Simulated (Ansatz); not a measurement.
# Li on Au(111): change of the work function, part 3 of 4

Wanted: Δφ(θ) for Li/Au(111), starting from the fcc site.

Ansatz 0.2.0; plane-wave DFT, PBE, Ansatz PAW.

So far, work function, upper face (eV): step 2 (the clean slab) 5.16; step 3 (37 atoms, coverage 0.111 ML, cell 3x3) 3.59.

## 4. The covered slab, k-mesh 6×6×1, coverage 0.25 ML

System of this step: Li/Au(111). The cell holds 17 atoms: 16 Au and 1 Li. Cell: a = 5.770 Å, b = 5.770 Å, c = 27.441 Å, α = 90.0°, β = 90.0°, γ = 60.0°. Vacuum lies along c.

Another coverage, to see how the dipoles act on each other as their distance changes.

Input file input.yaml:

```yaml
crystal:
  lattice:
    - [5.7699913344, 0.0, 0.0]
    - [2.8849956672, 4.9969590752, 0.0]
    - [0.0, 0.0, 27.4414262611]
  atoms:
    - { symbol: Au, position: [0.0, 0.0, 0.3279712911] }
    - { symbol: Au, position: [0.1666666667, 0.1666666667, 0.4138119131] }
    - { symbol: Au, position: [0.3333333333, 0.3333333333, 0.5026194547] }
    - { symbol: Au, position: [0.0, 0.0, 0.5937041798] }
    - { symbol: Au, position: [0.0, 0.5, 0.3279712911] }
    - { symbol: Au, position: [0.1666666667, 0.6666666667, 0.4138119131] }
    - { symbol: Au, position: [0.3333333333, 0.8333333333, 0.5026194547] }
    - { symbol: Au, position: [0.0, 0.5, 0.5937041798] }
    - { symbol: Au, position: [0.5, 0.0, 0.3279712911] }
    - { symbol: Au, position: [0.6666666667, 0.1666666667, 0.4138119131] }
    - { symbol: Au, position: [0.8333333333, 0.3333333333, 0.5026194547] }
    - { symbol: Au, position: [0.5, 0.0, 0.5937041798] }
    - { symbol: Au, position: [0.5, 0.5, 0.3279712911] }
    - { symbol: Au, position: [0.6666666667, 0.6666666667, 0.4138119131] }
    - { symbol: Au, position: [0.8333333333, 0.8333333333, 0.5026194547] }
    - { symbol: Au, position: [0.5, 0.5, 0.5937041798] }
    - { symbol: Li, position: [0.1666666667, 0.1666666667, 0.6720287089] }
kpoints:
  mp_grid: { grid: [6, 6, 1] }
hamiltonian:
  xc: pbe
scf:
  occupations: { method: fermi_dirac, width: 0.1 }
  convergence: { dr2_threshold: 1.0e-08 }
efield:
  axis: 3
  dipole_correction: true
  ramp_position: 0.97
  ramp_width: 0.06
relax:
  f_tol: 0.02
  max_steps: 60
  constraints: [{ sites: [0, 1, 4, 5, 8, 9, 12, 13] }]
output:
  dos: { projected: true, e_range: [-8, 4] }
  write_potential: true
  write_density: true
  volumetric_format: npy
  elf: true
```

Started as:

```
> ansatz run input.yaml --threads 4 --pin off --max-ram 16384MiB --backend cpu --events-out ev --progress --plain --runs-dir out
```

Numbers of over 12 decimals in the logs are rounded to 6 here.

What it wrote:

```text
[...]
Crystal: 17 atoms, lattice volume = 791.202 Å³
Basis set: ecut = 420 eV, 15559 PW (Γ), exchange–correlation on 80×80×384 points (8 copies of the dense FFT grid, shifted against one another)
Bands: 185, of which v1, the nominal top of the filled ones, is band 154 counted from 1 (153 counted from 0)
Symmetry: 6 space group operations
[...]
k-points: 7 of 36 (time reversal used)
[...]
SCF iter   1: F=—  HF=-210592.250873 eV  |F-HF|=—  |Δ(HF+E_count)|=         —  Δρ=3.11e-3  dr2=1.38e0  ethr=1.77e-3  p=0.497 e·Å  D=1.14e-1 V/Å  ΔV_dip=-3.12 eV  dr2_dipole=3.25e-3  V_vac-E_F(+/−)=1.54/4.66 eV  ⟨swp⟩=7.0  Hψ=5192  notcnv=0  defer=50
[...]
SCF iter  10: F=-210592.182358 eV  HF=-210592.182358 eV  |F-HF|=1.13e-8  |Δ(HF+E_count)|=   1.95e-8  Δρ=4.67e-7  dr2=2.46e-9  ethr=3.26e-12  p=0.517 e·Å  D=1.18e-1 V/Å  ΔV_dip=-3.25 eV  dr2_dipole=1.80e-10  V_vac-E_F(+/−)=1.89/5.13 eV  ⟨swp⟩=16.3  Hψ=9984  notcnv=0
SCF 1 converged in 10 iterations: F = -210592.182358 eV  dr2 = 2.46e-9
[...]
relax step   1: F+E_penalty+E_count = -210592.18235772 eV  Δ(F+E_penalty+E_count) = +0.000e0 eV  max|allowed force component| = 6.616e-1 eV/Å  Δτ_max = 0.0000 Å  (10 SCF iters, accepted)
[...]
SCF iter  10: F=-210592.274563 eV  HF=-210592.274563 eV  |F-HF|=7.13e-9  |Δ(HF+E_count)|=   2.21e-8  Δρ=3.20e-7  dr2=3.09e-9  ethr=1.00e-12  p=0.441 e·Å  D=1.01e-1 V/Å  ΔV_dip=-2.77 eV  dr2_dipole=1.98e-10  V_vac-E_F(+/−)=2.37/5.14 eV  ⟨swp⟩=14.9  Hψ=9045  notcnv=0
SCF 2 converged in 10 iterations: F = -210592.274563 eV  dr2 = 3.09e-9
relax step   2: F+E_penalty+E_count = -210592.27456312 eV  Δ(F+E_penalty+E_count) = -9.221e-2 eV  max|allowed force component| = 1.533e-1 eV/Å  Δτ_max = 0.1920 Å  (10 SCF iters, accepted)
SCF iter   1: F=—  HF=-210592.285027 eV  |F-HF|=—  |Δ(HF+E_count)|=         —  Δρ=9.48e-4  dr2=1.32e-2  ethr=4.69e-5  p=0.441 e·Å  D=1.01e-1 V/Å  ΔV_dip=-2.77 eV  dr2_dipole=3.12e-3  V_vac-E_F(+/−)=2.37/5.14 eV  ⟨swp⟩=3.0  Hψ=2369  notcnv=0  defer=128
[...]
SCF iter   8: F=-210592.283811 eV  HF=-210592.283811 eV  |F-HF|=1.29e-8  |Δ(HF+E_count)|=   3.04e-8  Δρ=5.15e-7  dr2=7.87e-9  ethr=3.26e-12  p=0.448 e·Å  D=1.02e-1 V/Å  ΔV_dip=-2.81 eV  dr2_dipole=1.27e-9  V_vac-E_F(+/−)=2.33/5.15 eV  ⟨swp⟩=14.9  Hψ=9497  notcnv=0
SCF 3 converged in 8 iterations: F = -210592.283811 eV  dr2 = 7.87e-9
relax step   3: F+E_penalty+E_count = -210592.28381102 eV  Δ(F+E_penalty+E_count) = -9.248e-3 eV  max|allowed force component| = 5.295e-2 eV/Å  Δτ_max = 0.0487 Å  (8 SCF iters, accepted)
SCF iter   1: F=—  HF=-210592.285007 eV  |F-HF|=—  |Δ(HF+E_count)|=         —  Δρ=5.42e-4  dr2=2.38e-3  ethr=1.27e-5  p=0.448 e·Å  D=1.02e-1 V/Å  ΔV_dip=-2.81 eV  dr2_dipole=1.39e-6  V_vac-E_F(+/−)=2.34/5.15 eV  ⟨swp⟩=3.0  Hψ=2537  notcnv=0  defer=125
[...]
SCF iter   8: F=-210592.285214 eV  HF=-210592.285214 eV  |F-HF|=4.05e-9  |Δ(HF+E_count)|=   1.70e-8  Δρ=3.60e-7  dr2=2.81e-9  ethr=3.26e-12  p=0.449 e·Å  D=1.03e-1 V/Å  ΔV_dip=-2.82 eV  dr2_dipole=3.19e-10  V_vac-E_F(+/−)=2.33/5.15 eV  ⟨swp⟩=13.9  Hψ=8983  notcnv=0
SCF 4 converged in 8 iterations: F = -210592.285214 eV  dr2 = 2.81e-9
relax step   4: F+E_penalty+E_count = -210592.28521380 eV  Δ(F+E_penalty+E_count) = -1.403e-3 eV  max|allowed force component| = 7.371e-3 eV/Å  Δτ_max = 0.0385 Å  (8 SCF iters, accepted)
[...]
SCF converged after 8 iterations
Free energy (F): -210592.285214 eV
[...]
Internal energy: -210591.997080 eV  (E = F + TS)
E sigma→0 (E₀):  -210592.141147 eV
Entropy (-TS):   -0.288133 eV (-16.949 meV/atom)
Fermi energy:    4.749449 eV
Dipole field:    D = 0.102670 V/Å  (p = 0.448922 e·Å, saw-weighted, corrected)
Work function:   Φ+ = 2.3294 eV   Φ− = 5.1468 eV
[...]
--- Forces (eV/Å), atoms counted from 1 ---
  atom   1  Au    -0.00266113    -0.00153641    -0.50545460
  atom   2  Au     0.00000000     0.00000000     0.52271706
  atom   3  Au     0.00049742     0.00028719     0.00159724
  atom   4  Au    -0.00179153    -0.00103434    -0.00244230
  atom   5  Au     0.00000000     0.00307281    -0.50545460
  atom   6  Au     0.02310209    -0.01333800     0.50160328
  atom   7  Au    -0.00000000    -0.00057438     0.00159724
  atom   8  Au     0.00000000     0.00206868    -0.00244230
  atom   9  Au     0.00266113    -0.00153641    -0.50545460
  atom  10  Au     0.00000000     0.02667600     0.50160328
  atom  11  Au    -0.00049742     0.00028719     0.00159724
  atom  12  Au     0.00179153    -0.00103434    -0.00244230
  atom  13  Au     0.00000000     0.00000000    -0.51348206
  atom  14  Au    -0.02310209    -0.01333800     0.50160328
  atom  15  Au    -0.00000000    -0.00000000     0.00737074
  atom  16  Au     0.00000000    -0.00000000     0.00252312
  atom  17  Li     0.00000000    -0.00000000    -0.00503255
  max |Σ_I F_I| component: 7.19e-6 eV/Å
--- Band table (eV; the first three rows and the last of 7) ---
  k-point 0: bands = [... 150 lower, 4.7094, 4.7158, 4.7158, 5.5973, 5.6694, 5.6694, 5.9747, 6.0162, ... 27 higher]
  k-point 1: bands = [... 150 lower, 3.8324, 4.7451, 4.7476, 4.9765, 5.0260, 5.2662, 5.2743, 6.1146, ... 27 higher]
  k-point 2: bands = [... 150 lower, 3.7380, 4.2096, 4.7594, 4.7620, 5.2156, 5.2475, 5.8293, 6.0519, ... 27 higher]
  k-point 6: bands = [... 150 lower, 2.6246, 3.5278, 3.5630, 3.5637, 5.3642, 5.4218, 5.4691, 7.1912, ... 27 higher]
--- Relaxed structure (4 steps of the walk, 4 accepted, 0 SCFs on fresh bases) ---
  F+E_penalty+E_count = -210592.28521380 eV   max|allowed force component| = 7.371e-3 eV/Å
  atoms:
    - { symbol: Au, position: [-1.7959490104491825e-17, -1.7959490104491815e-17, 0.3279712911] }
    - { symbol: Au, position: [0.166667, 0.166667, 0.4138119131] }
    - { symbol: Au, position: [0.333754, 0.333754, 0.503454] }
    - { symbol: Au, position: [-0.00166738, -0.00166738, 0.595920] }
    - { symbol: Au, position: [5.551115123125783e-17, 0.500000, 0.3279712911] }
    - { symbol: Au, position: [0.166667, 0.666667, 0.4138119131] }
    - { symbol: Au, position: [0.333754, 0.832492, 0.503454] }
    - { symbol: Au, position: [-0.00166738, 0.503335, 0.595920] }
    - { symbol: Au, position: [0.500000, -1.7959490104491815e-17, 0.3279712911] }
    - { symbol: Au, position: [0.666667, 0.166667, 0.4138119131] }
    - { symbol: Au, position: [0.832492, 0.333754, 0.503454] }
    - { symbol: Au, position: [0.503335, -0.00166738, 0.595920] }
    - { symbol: Au, position: [0.5, 0.500000, 0.3279712911] }
    - { symbol: Au, position: [0.666667, 0.666667, 0.4138119131] }
    - { symbol: Au, position: [0.833333, 0.833333, 0.502548] }
    - { symbol: Au, position: [0.5, 0.500000, 0.600425] }
    - { symbol: Li, position: [0.166667, 0.166667, 0.666379] }
```

The job ended after 2.2 min (4 threads of Arm Neoverse V1, shared host; peak memory 3.4 GiB).

The steps of the relaxation:

| step | energy less that of the first step (eV) | largest force component (eV/Å) |
| --- | --- | --- |
| 1 | 0.0000 | 0.6616 |
| 2 | -0.0922 | 0.1533 |
| 3 | -0.1015 | 0.0529 |
| 4 | -0.1029 | 0.0074 |

The run keeps the 6 symmetry operations that it works with, so distortions that break them were not tested.

The atoms that moved most (Å):

| atom | dx | dy | dz | length |
| --- | --- | --- | --- | --- |
| Au16 | 0.000 | 0.000 | 0.184 | 0.184 |
| Li17 | 0.000 | 0.000 | -0.155 | 0.155 |
| Au4 | -0.014 | -0.008 | 0.061 | 0.063 |
| Au12 | 0.014 | -0.008 | 0.061 | 0.063 |
| Au8 | 0.000 | 0.017 | 0.061 | 0.063 |
| Au7 | 0.000 | -0.004 | 0.023 | 0.023 |
| Au11 | -0.004 | 0.002 | 0.023 | 0.023 |
| Au3 | 0.004 | 0.002 | 0.023 | 0.023 |

The relaxed structure:

```xyz
17
Lattice="5.7700 0.0000 0.0000 2.8850 4.9970 0.0000 0.0000 0.0000 27.4414" Properties=species:S:1:pos:R:3
Au    0.0000    0.0000    9.0000
Au    1.4425    0.8328   11.3556
Au    2.8886    1.6678   13.8155
Au   -0.0144   -0.0083   16.3529
Au    1.4425    2.4985    9.0000
Au    2.8850    3.3313   11.3556
Au    4.3275    4.1599   13.8155
Au    1.4425    2.5151   16.3529
Au    2.8850    0.0000    9.0000
Au    4.3275    0.8328   11.3556
Au    5.7664    1.6678   13.8155
Au    2.8994   -0.0083   16.3529
Au    4.3275    2.4985    9.0000
Au    5.7700    3.3313   11.3556
Au    7.2125    4.1641   13.7906
Au    4.3275    2.4985   16.4765
Li    1.4425    0.8328   18.2864
```

This step gave:

```
energy at zero smearing        : -210592.1411 eV
work function, upper face      : 2.329 eV
work function, lower face      : 5.147 eV
dipole along the normal        : 0.4489 e·Å
step between the vacuum levels : -2.817 eV
```

The density of states has structure finer than the step of the table below, so its rows give means over 0.5 eV, whole bins alone (the curve runs from -8 to 1.98 eV). Peaks (eV: height): -4.21: 53.6, -4.09: 70.4, -4.00: 59.9, -3.37: 59.4, -2.95: 51.9, -2.26: 54.1, -2.08: 52.5.

Table of density of states by energy, zero at the Fermi level; means over each step:

| energy (eV) | density of states (states/eV a cell) |
| --- | --- |
| -7.5 | 2.71 |
| -7.0 | 5.48 |
| -6.5 | 14.7 |
| -6.0 | 28.4 |
| -5.5 | 22.2 |
| -5.0 | 27.7 |
| -4.5 | 36.6 |
| -4.0 | 44.1 |
| -3.5 | 35.9 |
| -3.0 | 39.6 |
| -2.5 | 36.6 |
| -2.0 | 35.3 |
| -1.5 | 7.79 |
| -1.0 | 6.41 |
| -0.5 | 3.25 |
| 0.0 | 7.23 |
| 0.5 | 4.83 |
| 1.0 | 3.07 |
| 1.5 | 7.84 |

Projected DOS per atom over height of the atomic layer and energy from the Fermi level. Layers: Au4 Au4 Au4 Au4 Li from below.

Values in states/eV, 22 rows by 5 columns, each cell a mean:
```
0.27 0.27 0.27 0.22 0.95
0.18 0.20 0.20 0.16 0.22
0.19 0.23 0.19 0.16 0.26
0.19 0.15 0.14 0.22 0.16
0.41 0.38 0.42 0.34 0.18
0.17 0.18 0.18 0.15 0.11
0.37 0.27 0.29 0.40 0.11
0.43 0.37 0.38 0.28 0.11
1.97 2.08 1.81 1.09 0.08
2.60 2.36 2.30 2.23 0.05
2.83 1.84 2.26 3.18 0.08
2.26 1.45 2.24 2.82 0.07
2.40 1.39 1.59 2.45 0.07
3.13 2.69 2.54 3.23 0.06
1.92 2.36 2.37 2.29 0.03
1.39 1.54 2.03 1.83 0.01
1.13 1.51 1.57 1.35 0.01
1.65 2.59 1.89 1.51 0.03
0.75 1.56 1.21 0.47 0.03
0.39 0.74 0.48 0.32 0.03
0.14 0.22 0.19 0.13 0.02
0.12 0.23 0.19 0.11 0.01
```
Columns: height of the atomic layer (Å) from 9 to 18.3 (not evenly spaced); rows upwards: energy from the Fermi level (eV) from -7.96 to 1.95.

Valence density in the ca plane at fractional y = 0.167, with atoms of Au and Li within 0.2 Å of it. It is the smooth field of the valence electrons, not physical close to the nuclei.

Values in units of 1e0 e/Å³, 8 rows by 16 columns, each cell a mean:
```
0.6 0.3 0.3 0.3 1.4 0.4 0.7 1.1 0.1 0.0 0.0 0.0 0.0 0.0 0.0 0.0
0.3 1.6 2.4 0.3 0.6 0.2 0.3 0.5 0.1 0.0 0.0 0.0 0.0 0.0 0.0 0.0
0.2 5.3 8.2 0.3 0.2 0.1 0.1 0.2 0.1 0.0 0.0 0.0 0.0 0.0 0.0 0.0
0.3 1.8 2.8 0.3 0.5 0.2 0.3 0.5 0.1 0.0 0.0 0.0 0.0 0.0 0.0 0.0
0.6 0.3 0.3 0.3 1.4 0.4 0.7 1.1 0.1 0.0 0.0 0.0 0.0 0.0 0.0 0.0
0.3 1.6 2.4 0.3 0.6 0.2 0.3 0.5 0.2 0.2 0.0 0.0 0.0 0.0 0.0 0.0
0.2 5.2 8.1 0.3 0.2 0.1 0.1 0.2 1.4 2.6 0.0 0.0 0.0 0.0 0.0 0.0
0.3 1.9 2.8 0.3 0.5 0.2 0.3 0.4 0.2 0.3 0.0 0.0 0.0 0.0 0.0 0.0
```
Columns run along c (16.0 Å, from fractional 0.34 to 0.92 of the cell), rows up along a (5.8 Å). Atoms in or near the plane, at fractional coordinates: Au at (0.41, 0.17), Au at (0.41, 0.67), Li at (0.67, 0.17).

ELF in the ca plane at fractional y = 0.167, with atoms of Au and Li within 0.2 Å of it. It is the smooth field of the valence electrons, not physical close to the nuclei.

Ten even steps from '0' (0.00 × 1e-1) to '9' (9.87 × 1e-1), each cell a mean:
```
32112222112343221234333321000000000000000000
32112222112343221234333322110000000000000000
22123443212233211223322211100000000000000000
21235554321222111122221110000000000000000000
11245765321121110112221110000000000000000000
21235665321222111122221110000000000000000000
22224554212222211222222111000000000000000000
32122332112333211233332222100000000000000000
32111221112344321234333332100000000000000000
32122332112333211233333210000000000000000000
22234554212222211122222012000000000000000000
21235665321222111112221179600000000000000000
11245765321121110112221299800000000000000000
21235554321222111122222046200000000000000000
22123443212233211223333100000000000000000000
```
Columns run along c (16.0 Å, from fractional 0.34 to 0.92 of the cell), rows up along a (5.8 Å). Atoms in or near the plane, at fractional coordinates: Au at (0.41, 0.17), Au at (0.41, 0.67), Li at (0.67, 0.17).

Electrostatic potential energy in the ca plane at fractional y = 0.167, with atoms of Au and Li within 0.2 Å of it. With pseudopotentials it is smooth inside the atoms' cores, unlike the true potential.

Ten even steps from '0' (-39 eV) to '9' (9 eV), each cell a mean:
```
68999889998545799864579999999999999999999999
68998889998545799864579999999999999999999999
78986447898767899987789999999999999999999999
99851002799989999999999999999999999999999999
99830000599999999999999999999999999999999999
99840001699999999999999999999999999999999999
89973114899888999988899999999999999999999999
68998778998656899865689999999999999999999999
58999889998534799854579999999999999999999999
68998778998656899875689998999999999999999999
89973114899888999988899876889999999999999999
99840001699999999999998633589999999999999999
99830000599999999999998511588999999999999999
99851002799989999999999754789999999999999999
78986447899777899987789988899999999999999999
```
Columns run along c (16.0 Å, from fractional 0.34 to 0.92 of the cell; values clipped at the 3rd and 97th percentile), rows up along a (5.8 Å). Atoms in or near the plane, at fractional coordinates: Au at (0.41, 0.17), Au at (0.41, 0.67), Li at (0.67, 0.17).

The relaxation took 4 steps and lowered the energy by 0.10 eV; the largest force on the free atoms ends at 0.0074 eV/Å.

By hand: a sheet of dipoles makes a step −p/(ε₀A) in the electron's potential. With e/ε₀ = 180.95 V·Å, p = 0.4489 e·Å and A = 28.83 Å², that is −180.95 × (0.4489) / 28.83 = -2.817 eV, and the two vacuum levels of the run differ by -2.817 eV.

The covered face has 2.33 eV, -2.83 eV against the clean one; the bare back face has moved by +0.06 eV, a measure of how thin the slab is.

## 5. Adsorbate added, k-mesh 6×6×1, coverage 0.5 ML

System of this step: Li/Au(111). The cell holds 18 atoms: 16 Au and 2 Li. Cell: a = 5.770 Å, b = 5.770 Å, c = 27.441 Å, α = 90.0°, β = 90.0°, γ = 60.0°. Vacuum lies along c.

Another coverage, to see how the dipoles act on each other as their distance changes.

Edit input.yaml of step 4 so:

```diff
@@ -23,2 +23,3 @@
     - { symbol: Li, position: [0.1666666667, 0.1666666667, 0.6720287089] }
+    - { symbol: Li, position: [0.6666666667, 0.1666666667, 0.6720287089] }
 kpoints:
```

What it wrote:

```text
[...]
Crystal: 18 atoms, lattice volume = 791.202 Å³
Basis set: ecut = 420 eV, 15559 PW (Γ), exchange–correlation on 80×80×384 points (8 copies of the dense FFT grid, shifted against one another)
Bands: 186, of which v1, the nominal top of the filled ones, is band 155 counted from 1 (154 counted from 0)
Symmetry: 4 space group operations
[...]
- { symbol: Au, position: [0.500000, 0.5, 0.3279712911] }
    - { symbol: Au, position: [0.666667, 0.6666666667, 0.4138119131] }
    - { symbol: Au, position: [0.834692, 0.830617, 0.503505] }
    - { symbol: Au, position: [0.494430, 0.511140, 0.619822] }
    - { symbol: Li, position: [0.244025, 0.011950, 0.665297] }
    - { symbol: Li, position: [0.744025, 0.011950, 0.665297] }
[key lines of the parts left out:]
SCF converged after 8 iterations
Free energy (F): -210797.381435 eV
Fermi energy:    4.832474 eV
Dipole field:    D = 0.105274 V/Å  (p = 0.460307 e·Å, saw-weighted, corrected)
Work function:   Φ+ = 2.3303 eV   Φ− = 5.2192 eV
```

It took 10 min on 4 threads; peak memory 3.9 GiB; 39 min of CPU time.

The steps of the relaxation:

| step | energy less that of the first step (eV) | largest force component (eV/Å) |
| --- | --- | --- |
| 1 | 0.0000 | 0.5407 |
| 2 | -0.1281 | 0.3589 |
| 3 | -0.1676 | 0.0474 |
| 4 | -0.1785 | 0.0337 |
| 5 | -0.1921 | 0.0457 |
| 6 | -0.2109 | 0.0543 |
| 7 | -0.2316 | 0.0664 |
| 8 | -0.2369 | 0.0283 |
| 9 | -0.2375 | 0.0018 |

The run keeps the 4 symmetry operations that it works with, so distortions that break them were not tested.

The atoms that moved most (Å):

| atom | dx | dy | dz | length |
| --- | --- | --- | --- | --- |
| Li18 | 0.000 | -0.773 | -0.185 | 0.795 |
| Li17 | 0.000 | -0.773 | -0.185 | 0.795 |
| Au8 | 0.000 | 0.056 | 0.717 | 0.719 |
| Au16 | 0.000 | 0.056 | 0.717 | 0.719 |
| Au12 | 0.000 | 0.061 | -0.098 | 0.115 |
| Au4 | 0.000 | 0.061 | -0.098 | 0.115 |
| Au3 | 0.000 | 0.019 | 0.035 | 0.040 |
| Au11 | 0.000 | 0.019 | 0.035 | 0.040 |

Final coordinates:

```xyz
18
Lattice="5.7700 0.0000 0.0000 2.8850 4.9970 0.0000 0.0000 0.0000 27.4414" Properties=species:S:1:pos:R:3
Au    0.0000    0.0000    9.0000
Au    1.4425    0.8328   11.3556
Au    2.8850    1.6846   13.8279
Au    0.0000    0.0615   16.1943
Au    1.4425    2.4985    9.0000
Au    2.8850    3.3313   11.3556
Au    4.3275    4.1506   13.8169
Au    1.4425    2.5541   17.0088
Au    2.8850    0.0000    9.0000
Au    4.3275    0.8328   11.3556
Au    5.7700    1.6846   13.8279
Au    2.8850    0.0615   16.1943
Au    4.3275    2.4985    9.0000
Au    5.7700    3.3313   11.3556
Au    7.2125    4.1506   13.8169
Au    4.3275    2.5541   17.0088
Li    1.4425    0.0597   18.2567
Li    4.3275    0.0597   18.2567
```

(Part 3 of 4 ends here.)

[Logs are printed without paths, hosts, clocks, repeated set-up lines and the standing remarks that a program may print on its own settings, such as how far it seeks lower states.]

[Hosts, paths, dates, database ids (printed as entryN), source tags and the programs' standing remarks are cut or masked in the printed files.]

[Maps of the electrostatic potential energy from Ansatz leave out the sawtooth potential of an applied field or a dipole correction, so their vacuum need not be flat; planar profiles and work functions include it.]

[The density of states shown here was stored with 400 of the rows of the run's finer table, so its peaks can read low, often by over a quarter, or be missed, and its means over a window can be off by a tenth or more.]
